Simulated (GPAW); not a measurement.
# WS2 (2H monolayer): sheet polarisability

Aim: the sheet polarisability of WS2 (2H monolayer), with and without local fields.

Method: LDA and many-body steps on it, plane waves, in GPAW 26.7.0.

### 1. The starting structure

The cell holds 3 atoms: 1 W and 2 S. Its edges and angles: a = 3.122 Å, b = 3.122 Å, c = 14.500 Å, α = 90.0°, β = 90.0°, γ = 120.0°. Vacuum lies along c.

Coordinates:

```cif
data_structure
_symmetry_space_group_name_H-M 'P 1'
_symmetry_Int_Tables_number 1
_cell_length_a 3.1224
_cell_length_b 3.1224
_cell_length_c 14.5000
_cell_angle_alpha 90.000
_cell_angle_beta 90.000
_cell_angle_gamma 120.000
_cell_volume 122.43
loop_
_atom_site_label
_atom_site_type_symbol
_atom_site_fract_x
_atom_site_fract_y
_atom_site_fract_z
_atom_site_occupancy
W1 W 0.33333 0.66667 0.50000 1
S2 S 0.66667 0.33333 0.60754 1
S3 S 0.66667 0.33333 0.39246 1
```

The structure was relaxed with LDA. The runs that relaxed it are not among those shown. Spin-orbit coupling is left out unless a step names it.

### 2. Empty states on the mesh, 18×18×1 mesh, 79 bands

This step: GPAW 26.7.0; DFT, LDA, plane waves, PAW.

The sums over transitions need many empty states on a uniform mesh; this step solves for them.

The input, run.py:

```python
import json
import numpy as np
from gpaw.mpi import world
from gpaw import GPAW

calc = GPAW('gs.gpw').fixed_density(kpts={'size': (18, 18, 1), 'gamma': True},
    nbands=92,
    convergence={'bands': 79},
    txt='nscf.txt')
calc.write('full.gpw', mode='all')
res = {}
kpts = calc.get_ibz_k_points()
res['kpts'] = kpts
res['eigenvalues'] = [calc.get_eigenvalues(kpt=k) for k in range(len(kpts))]
res['n_electrons'] = calc.get_number_of_electrons()

if world.rank == 0:
    with open('result.json', 'w') as f:
        json.dump(res, f, default=lambda x: x.tolist())
```

On the command line:

```
> mpirun -n 16 gpaw python run.py
```

Numbers of over 12 decimals in the logs are rounded to 6 here.

Output:

```text
Diagonalizing LCAO Hamiltonian
Converting LCAO to pw mode
convergence criteria:
- Maximum integral of absolute [eigenst]ate change: 4e-08 eV^2 / valence electron
maximum number of iterations: 100

SCF iterations
|iter     |     time |      energy | eigst |  dens |
|iter:   1|  |             | +3.79 |       |
|iter:   2|  |             | +2.56 |       |
|iter:   3|  |             | +1.43 |       |
[...]
|iter:  11|  |             | -6.80 |       |
|iter:  12|  |             | -7.39 |       |
|iter:  13|  |             | -7.82c|       |
SCF steps: 13
  __  _  _
 | _ |_)|_||  |
 |__||  | ||/\| - 26.7.0

Input parameters:
  mode=PW(ecut=450.000000),
  convergence={'bands': 79},
  gpts=array([16, 16, 72]),
  kpts=MonkhorstPack(size=(18, 18, 1), gamma=True),
  maxiter=100,
  nbands=92,
  occupations=Occupations(name='fermi-dirac', width=0.001, fixmagmom=False),
  parallel={},
  xc=XC(name='LDA')
# Writing to full.gpw (mode='all')
  [... matrices ...]

timing:  # [seconds]
  Total: 0.158  # ━━━━━━━━━━━━━━━━━━━━━━━━━━━━━━━━━━━━━━━━━━━━━━━━━━━━━━━━━━━
```

The job ended after 19 s (16 MPI ranks of Arm Neoverse V1, shared host; peak memory 2.7 GiB; 4.7 min of CPU time).

Numbers from this step:

```yaml
gap: 1.996 eV
k_of_the_valence_top: 0.3333, 0.3333, 0
k_of_the_conduction_bottom: 0.3333, 0.3333, 0
least_direct_gap: 1.996 eV
k_points_computed: 37
lowest_point_of_the_top_converged_band_above_the_valence_top: 34.37 eV
```

On this mesh the gap is 1.996 eV.

### 3. RPA response

The response function is computed on a frequency grid, with local fields up to the given cutoff.

This step: linear response, RPA, on LDA, plane waves, PAW.

The input, run.py:

```python
import json
import numpy as np
from gpaw.mpi import world
from gpaw.response.df import DielectricFunction

df = DielectricFunction('full.gpw',
    ecut=50,
    nbands=79,
    eta=0.2,
    frequencies={'type': 'nonlinear', 'domega0': 0.05, 'omega2': 10.0},
    intraband=False,
    truncation='2D',
    txt='df.txt')
res = {'optical': {}, 'eels': []}
for d in 'x':
    y0, y = df.get_polarizability(direction=d, xc='RPA', filename=None)
    res['optical'][d] = [y0.real, y0.imag, y.real, y.imag]
res['w'] = df.get_frequencies()
for q_c in [[0.0555555556, 0, 0], [0.2222222222, 0, 0], [0.5, 0, 0], [0.7777777778, 0, 0], [1.2222222222, 0, 0]]:
    res['eels'].append(df.get_eels_spectrum(q_c=q_c, xc='RPA', filename=None))

if world.rank == 0:
    with open('result.json', 'w') as f:
        json.dump(res, f, default=lambda x: x.tolist())
```

On the command line:

```
> mpirun -n 16 gpaw python run.py
```

Output:

```text
Using integrator: PointIntegrator
NonLinearFrequencyDescriptor(from 0.000 to 113.252 eV, 399 points)
Nonperiodic BCs:  [False False  True]
Using integrator: PointIntegrator
NonLinearFrequencyDescriptor(from 0.000 to 113.252 eV, 399 points)
Nonperiodic BCs:  [False False  True]

Calculating chi0 body with:
    Ground state adapter containing:
    Number of spins: 1
    Number of kpoints: 324
    Number of irreducible kpoints: 37
    Number of completely occupied states: 13
    Number of partially occupied states: 13
    Occupied states memory: 3.65625 M / cpu

    Linear response parametrization:
    q_c: [0.0, 0.0, 0.0]
    Number of frequency points: 399
    Planewave cutoff: 50.0
    Number of bands: 79
    Number of planewaves: 95
    Broadening (eta): 0.2
    comm.size: 16
    kncomm.size: 16
    blockcomm.size: 1

    Memory estimate of potentially large arrays:
        chi0_wGG: 54.946518 M / cpu
Integrating chi0 body.

Symmetries of q_c:
    Direct symmetries (Uq -> q): 12
    Indirect symmetries (TUq -> q): 12
In total 24 allowed symmetries.

  [... matrices ...]
37 groups of equivalent kpoints. 88.580247% reduction.

Integral kind: spectral function

Calculating chi0 optical extensions with:
    Ground state adapter containing:
    Number of spins: 1
    Number of kpoints: 324
    Number of irreducible kpoints: 37
    Number of completely occupied states: 13
    Number of partially occupied states: 13
    Occupied states memory: 3.65625 M / cpu

    Linear response parametrization:
    Number of frequency points: 399
    Planewave cutoff: 50.0
    Number of bands: 79
    Number of planewaves: 95
    Broadening (eta): 0.2
Integrating chi0 head and wings.

Symmetries of q_c:
    Direct symmetries (Uq -> q): 12
    Indirect symmetries (TUq -> q): 12
In total 24 allowed symmetries.

  [... matrices ...]
37 groups of equivalent kpoints. 88.580247% reduction.

Integral kind: spectral function wings

Calculating chi0 body with:
    Ground state adapter containing:
    Number of spins: 1
    Number of kpoints: 324
    Number of irreducible kpoints: 37
    Number of completely occupied states: 13
    Number of partially occupied states: 13
    Occupied states memory: 3.65625 M / cpu

    Linear response parametrization:
    q_c: [0.0555555556, 0.0, 0.0]
    Number of frequency points: 399
    Planewave cutoff: 50.0
    Number of bands: 79
    Number of planewaves: 95
    Broadening (eta): 0.2
    comm.size: 16
    kncomm.size: 16
    blockcomm.size: 1

    Memory estimate of potentially large arrays:
        chi0_wGG: 54.946518 M / cpu
Integrating chi0 body.

Symmetries of q_c:
    Direct symmetries (Uq -> q): 4
    Indirect symmetries (TUq -> q): 0
In total 4 allowed symmetries.

  [... matrices ...]
171 groups of equivalent kpoints. 47.222222% reduction.

Integral kind: spectral function

[... 4 further calls ...]
```

The job ended after 24 s (16 MPI ranks; peak memory 6.4 GiB).

This step gave:

```
static polarisability of the sheet (Å) : 5.507
the same without local fields          : 5.859
```

The static value is 5.51.

The Im polarisability of the sheet has structure finer than the step of the table below, so its rows give means over 1 eV, whole bins alone (the curve runs from 0 to 39.8 eV). Peaks (eV: height): xx, no local fields 3.2: 8.83, 4.2: 7.57; xx, local fields 3.4: 8.35, 4.2: 7.70.

RPA, broadening 0.2 eV. Im polarisability of the sheet against photon energy; means over each step:

| photon energy (eV) | xx, no local fields (Å) | xx, local fields (Å) |
| --- | --- | --- |
| 1 | 0.232 | 0.207 |
| 2 | 1.81 | 1.53 |
| 3 | 7.11 | 6.47 |
| 4 | 6.62 | 7.00 |
| 5 | 5.94 | 5.66 |
| 6 | 4.58 | 4.17 |
| 7 | 3.93 | 3.69 |
| 8 | 2.48 | 2.37 |
| 9 | 2.13 | 2.00 |
| 10 | 2.11 | 1.82 |
| 11 | 2.12 | 1.75 |
| 12 | 1.73 | 1.51 |
| 13 | 1.27 | 1.10 |
| 14 | 1.05 | 0.917 |
| 15 | 0.785 | 0.736 |
| 16 | 0.657 | 0.618 |
| 17 | 0.448 | 0.458 |
| 18 | 0.338 | 0.410 |
| 19 | 0.235 | 0.415 |
| 20 | 0.161 | 0.297 |
| 21 | 0.129 | 0.249 |
| 22 | 0.102 | 0.202 |
| 23 | 0.0864 | 0.177 |
| 24 | 0.0791 | 0.162 |
| 25 | 0.0642 | 0.117 |
| 26 | 0.0578 | 0.0898 |
| 27 | 0.0489 | 0.0733 |
| 28 | 0.0444 | 0.0654 |
| 29 | 0.0398 | 0.0524 |
| 30 | 0.0354 | 0.0390 |
| 31 | 0.0331 | 0.0349 |
| 32 | 0.0327 | 0.0334 |
| 33 | 0.0369 | 0.0312 |
| 34 | 0.0368 | 0.0266 |
| 35 | 0.0351 | 0.0241 |
| 36 | 0.0311 | 0.0212 |
| 37 | 0.0281 | 0.0185 |
| 38 | 0.0292 | 0.0161 |
| 39 | 0.0380 | 0.0167 |

### 4. RPA response, local-field cutoff (18×18×1 mesh, 79 bands, screening to 100 eV, broadening 0.2 eV)

Changes to run.py since step 3:

```diff
@@ -6,3 +6,3 @@
 df = DielectricFunction('full.gpw',
-    ecut=50,
+    ecut=100,
     nbands=79,
@@ -18,3 +18,3 @@
 res['w'] = df.get_frequencies()
-for q_c in [[0.0555555556, 0, 0], [0.2222222222, 0, 0], [0.5, 0, 0], [0.7777777778, 0, 0], [1.2222222222, 0, 0]]:
+for q_c in [[0.5, 0, 0]]:
     res['eels'].append(df.get_eels_spectrum(q_c=q_c, xc='RPA', filename=None))
```

On the command line:

```
> mpirun -n 16 gpaw python run.py
```

Output:

```text
Using integrator: PointIntegrator
NonLinearFrequencyDescriptor(from 0.000 to 113.252 eV, 399 points)
Nonperiodic BCs:  [False False  True]
Using integrator: PointIntegrator
NonLinearFrequencyDescriptor(from 0.000 to 113.252 eV, 399 points)
Nonperiodic BCs:  [False False  True]

Calculating chi0 body with:
    Ground state adapter containing:
    Number of spins: 1
    Number of kpoints: 324
    Number of irreducible kpoints: 37
    Number of completely occupied states: 13
    Number of partially occupied states: 13
    Occupied states memory: 3.65625 M / cpu

    Linear response parametrization:
    q_c: [0.0, 0.0, 0.0]
    Number of frequency points: 399
    Planewave cutoff: 100.0
    Number of bands: 79
    Number of planewaves: 293
    Broadening (eta): 0.2
    comm.size: 16
    kncomm.size: 16
    blockcomm.size: 1

    Memory estimate of potentially large arrays:
        chi0_wGG: 522.670761 M / cpu
Integrating chi0 body.

Symmetries of q_c:
    Direct symmetries (Uq -> q): 12
    Indirect symmetries (TUq -> q): 12
In total 24 allowed symmetries.

  [... matrices ...]
37 groups of equivalent kpoints. 88.580247% reduction.

Integral kind: spectral function

Calculating chi0 optical extensions with:
    Ground state adapter containing:
    Number of spins: 1
    Number of kpoints: 324
    Number of irreducible kpoints: 37
    Number of completely occupied states: 13
    Number of partially occupied states: 13
    Occupied states memory: 3.65625 M / cpu

    Linear response parametrization:
    Number of frequency points: 399
    Planewave cutoff: 100.0
    Number of bands: 79
    Number of planewaves: 293
    Broadening (eta): 0.2
Integrating chi0 head and wings.

Symmetries of q_c:
    Direct symmetries (Uq -> q): 12
    Indirect symmetries (TUq -> q): 12
In total 24 allowed symmetries.

  [... matrices ...]
37 groups of equivalent kpoints. 88.580247% reduction.

Integral kind: spectral function wings

Calculating chi0 body with:
    Ground state adapter containing:
    Number of spins: 1
    Number of kpoints: 324
    Number of irreducible kpoints: 37
    Number of completely occupied states: 13
    Number of partially occupied states: 13
    Occupied states memory: 3.65625 M / cpu

    Linear response parametrization:
    q_c: [0.5, 0.0, 0.0]
    Number of frequency points: 399
    Planewave cutoff: 100.0
    Number of bands: 79
    Number of planewaves: 262
    Broadening (eta): 0.2
    comm.size: 16
    kncomm.size: 16
    blockcomm.size: 1

    Memory estimate of potentially large arrays:
        chi0_wGG: 417.922302 M / cpu
Integrating chi0 body.

Symmetries of q_c:
    Direct symmetries (Uq -> q): 4
    Indirect symmetries (TUq -> q): 4
In total 8 allowed symmetries.

  [... matrices ...]
91 groups of equivalent kpoints. 71.913580% reduction.

Integral kind: spectral function
```

Wall time 29 s (16 MPI ranks); peak memory 29 GiB.

Numbers from this step:

| Item | Value |
| --- | --- |
| static polarisability of the sheet (Å) | 5.358 |
| the same without local fields | 5.859 |

The static value is 5.36.

The Im polarisability of the sheet has structure finer than the step of the table below, so its rows give means over 1 eV, whole bins alone (the curve runs from 0 to 39.8 eV). Peaks (eV: height): xx, no local fields 3.2: 8.83, 4.2: 7.57; xx, local fields 3.4: 8.30.

RPA, broadening 0.2 eV. The Im polarisability of the sheet by photon energy; means over each step:

| photon energy (eV) | xx, no local fields (Å) | xx, local fields (Å) |
| --- | --- | --- |
| 1 | 0.232 | 0.196 |
| 2 | 1.81 | 1.43 |
| 3 | 7.11 | 6.10 |
| 4 | 6.62 | 6.98 |
| 5 | 5.94 | 5.46 |
| 6 | 4.58 | 4.04 |
| 7 | 3.93 | 3.65 |
| 8 | 2.48 | 2.41 |
| 9 | 2.13 | 2.02 |
| 10 | 2.11 | 1.87 |
| 11 | 2.12 | 1.78 |
| 12 | 1.73 | 1.54 |
| 13 | 1.27 | 1.12 |
| 14 | 1.05 | 0.939 |
| 15 | 0.785 | 0.746 |
| 16 | 0.657 | 0.623 |
| 17 | 0.448 | 0.463 |
| 18 | 0.338 | 0.407 |
| 19 | 0.235 | 0.416 |
| 20 | 0.161 | 0.296 |
| 21 | 0.129 | 0.248 |
| 22 | 0.102 | 0.201 |
| 23 | 0.0864 | 0.177 |
| 24 | 0.0791 | 0.162 |
| 25 | 0.0642 | 0.117 |
| 26 | 0.0578 | 0.0889 |
| 27 | 0.0489 | 0.0729 |
| 28 | 0.0444 | 0.0648 |
| 29 | 0.0398 | 0.0527 |
| 30 | 0.0354 | 0.0394 |
| 31 | 0.0331 | 0.0353 |
| 32 | 0.0327 | 0.0337 |
| 33 | 0.0369 | 0.0318 |
| 34 | 0.0368 | 0.0275 |
| 35 | 0.0351 | 0.0252 |
| 36 | 0.0311 | 0.0223 |
| 37 | 0.0281 | 0.0192 |
| 38 | 0.0292 | 0.0156 |
| 39 | 0.0380 | 0.0137 |

### 5. RPA response, fewer bands (18×18×1 mesh, 15 bands, screening to 50 eV, broadening 0.2 eV)

Changes to run.py since step 4:

```diff
@@ -6,4 +6,4 @@
 df = DielectricFunction('full.gpw',
-    ecut=100,
-    nbands=79,
+    ecut=50,
+    nbands=15,
     eta=0.2,
@@ -18,3 +18,3 @@
 res['w'] = df.get_frequencies()
-for q_c in [[0.5, 0, 0]]:
+for q_c in []:
     res['eels'].append(df.get_eels_spectrum(q_c=q_c, xc='RPA', filename=None))
```

On the command line:

```
> mpirun -n 16 gpaw python run.py
```

Output:

```text
Using integrator: PointIntegrator
NonLinearFrequencyDescriptor(from 0.000 to 78.252 eV, 370 points)
Nonperiodic BCs:  [False False  True]
Using integrator: PointIntegrator
NonLinearFrequencyDescriptor(from 0.000 to 78.252 eV, 370 points)
Nonperiodic BCs:  [False False  True]

Calculating chi0 body with:
    Ground state adapter containing:
    Number of spins: 1
    Number of kpoints: 324
    Number of irreducible kpoints: 37
    Number of completely occupied states: 13
    Number of partially occupied states: 13
    Occupied states memory: 3.65625 M / cpu

    Linear response parametrization:
    q_c: [0.0, 0.0, 0.0]
    Number of frequency points: 370
    Planewave cutoff: 50.0
    Number of bands: 15
    Number of planewaves: 95
    Broadening (eta): 0.2
    comm.size: 16
    kncomm.size: 16
    blockcomm.size: 1

    Memory estimate of potentially large arrays:
        chi0_wGG: 50.952911 M / cpu
Integrating chi0 body.

Symmetries of q_c:
    Direct symmetries (Uq -> q): 12
    Indirect symmetries (TUq -> q): 12
In total 24 allowed symmetries.

  [... matrices ...]
37 groups of equivalent kpoints. 88.580247% reduction.

Integral kind: spectral function

Calculating chi0 optical extensions with:
    Ground state adapter containing:
    Number of spins: 1
    Number of kpoints: 324
    Number of irreducible kpoints: 37
    Number of completely occupied states: 13
    Number of partially occupied states: 13
    Occupied states memory: 3.65625 M / cpu

    Linear response parametrization:
    Number of frequency points: 370
    Planewave cutoff: 50.0
    Number of bands: 15
    Number of planewaves: 95
    Broadening (eta): 0.2
Integrating chi0 head and wings.

Symmetries of q_c:
    Direct symmetries (Uq -> q): 12
    Indirect symmetries (TUq -> q): 12
In total 24 allowed symmetries.

  [... matrices ...]
37 groups of equivalent kpoints. 88.580247% reduction.

Integral kind: spectral function wings
```

Elapsed: 5.2 s, on 16 MPI ranks; peak memory 5.6 GiB.

This step gave:

* static polarisability of the sheet (Å): 3.499
* the same without local fields: 3.675

### 6. RPA response, scissors (18×18×1 mesh, 79 bands, screening to 50 eV, broadening 0.2 eV)

Changes to run.py since step 5:

```diff
@@ -7,3 +7,3 @@
     ecut=50,
-    nbands=15,
+    nbands=79,
     eta=0.2,
@@ -12,2 +12,3 @@
     truncation='2D',
+    eshift=1.0,
     txt='df.txt')
```

On the command line:

```
> mpirun -n 16 gpaw python run.py
```

Output:

```text
Using integrator: PointIntegrator
NonLinearFrequencyDescriptor(from 0.000 to 113.252 eV, 399 points)
Nonperiodic BCs:  [False False  True]
Using integrator: PointIntegrator
NonLinearFrequencyDescriptor(from 0.000 to 113.252 eV, 399 points)
Nonperiodic BCs:  [False False  True]

Calculating chi0 body with:
    Ground state adapter containing:
    Number of spins: 1
    Number of kpoints: 324
    Number of irreducible kpoints: 37
    Number of completely occupied states: 13
    Number of partially occupied states: 13
    Occupied states memory: 3.65625 M / cpu

[...]
Ground state adapter containing:
    Number of spins: 1
    Number of kpoints: 324
    Number of irreducible kpoints: 37
    Number of completely occupied states: 13
    Number of partially occupied states: 13
    Occupied states memory: 3.65625 M / cpu

    Linear response parametrization:
    Number of frequency points: 399
    Planewave cutoff: 50.0
    Number of bands: 79
    Number of planewaves: 95
    Broadening (eta): 0.2
Integrating chi0 head and wings.

Symmetries of q_c:
    Direct symmetries (Uq -> q): 12
    Indirect symmetries (TUq -> q): 12
In total 24 allowed symmetries.

  [... matrices ...]
37 groups of equivalent kpoints. 88.580247% reduction.

Integral kind: spectral function wings
```

Wall time 6.5 s (16 MPI ranks); peak memory 6 GiB.

This step gave:

- static polarisability of the sheet (Å): 4.499
- the same without local fields: 4.755

The static value is 4.50.

### 7. RPA response, more bands than the file holds (18×18×1 mesh, 237 bands, screening to 30 eV, broadening 0.2 eV)

Changes to run.py since step 6:

```diff
@@ -6,4 +6,4 @@
 df = DielectricFunction('full.gpw',
-    ecut=50,
-    nbands=79,
+    ecut=30,
+    nbands=237,
     eta=0.2,
@@ -12,3 +12,2 @@
     truncation='2D',
-    eshift=1.0,
     txt='df.txt')
```

On the command line:

```
> mpirun -n 16 gpaw python run.py
```

Output:

```text

--- the script ended with ---
AssertionError: (237, 92)
```

Elapsed: 12 s, on 16 MPI ranks; peak memory 2.3 GiB.

The run stopped with an error after 12 s.

The fault put into this input: more bands than the file holds.

### 8. The runs together

Times are wall times on 16 MPI ranks of Arm Neoverse V1, shared host, good to a factor of about two.

The polarisability of a sheet is α = (ε − 1) L / 4π, with L the height of the cell, and does not depend on L.

| run | static polarisability (Å) | without local fields | time |
| --- | --- | --- | --- |
| RPA response | 5.51 | 5.86 | 24 s |
| RPA response, local-field cutoff (18×18×1 mesh, 79 bands, screening to 100 eV, broadening 0.2 eV) | 5.36 | 5.86 | 29 s |
| RPA response, fewer bands (18×18×1 mesh, 15 bands, screening to 50 eV, broadening 0.2 eV) | 3.50 | 3.68 | 5.2 s |
| RPA response, scissors (18×18×1 mesh, 79 bands, screening to 50 eV, broadening 0.2 eV) | 4.50 | 4.76 | 6.5 s |

### 9. What came out

```yaml
rpa_response: static polarisability (Å) 5.51
rpa_response_local_field_cutoff_18x18x1_mesh_79_bands_screening_to_100_ev_broadening_0p2_ev: static polarisability (Å) 5.36
rpa_response_fewer_bands_18x18x1_mesh_15_bands_screening_to_50_ev_broadening_0p2_ev: static polarisability (Å) 3.50
rpa_response_scissors_18x18x1_mesh_79_bands_screening_to_50_ev_broadening_0p2_ev: static polarisability (Å) 4.50
```

What this shows: In the optical limit the electronic static polarisability (Å) is 5.51, against 5.86 without local fields. RPA response, local-field cutoff (18×18×1 mesh, 79 bands, screening to 100 eV, broadening 0.2 eV): static polarisability (Å) = 5.36. RPA response, fewer bands (18×18×1 mesh, 15 bands, screening to 50 eV, broadening 0.2 eV): static polarisability (Å) = 3.50. RPA response, scissors (18×18×1 mesh, 79 bands, screening to 50 eV, broadening 0.2 eV): static polarisability (Å) = 4.50. ε(0) converges slowly with a Γ-centred mesh, and this one is not shown settled. Unless a shift is named, the levels are those of the density functional, and only a kernel with a long-range part can bind an exciton.

[Paths, hosts, dates, memory and timing lines, banners, echoed tables and standing remarks are left out of the program output.]

[Logs are printed without paths, hosts, clocks, repeated set-up lines and the standing remarks that a program may print on its own settings, such as how far it seeks lower states.]

[Runs of the session that timed out or met a known fault of the program may be left out.]

[Hosts, paths, dates, database ids (printed as entryN), source tags and the programs' standing remarks are cut or masked in the printed files.]
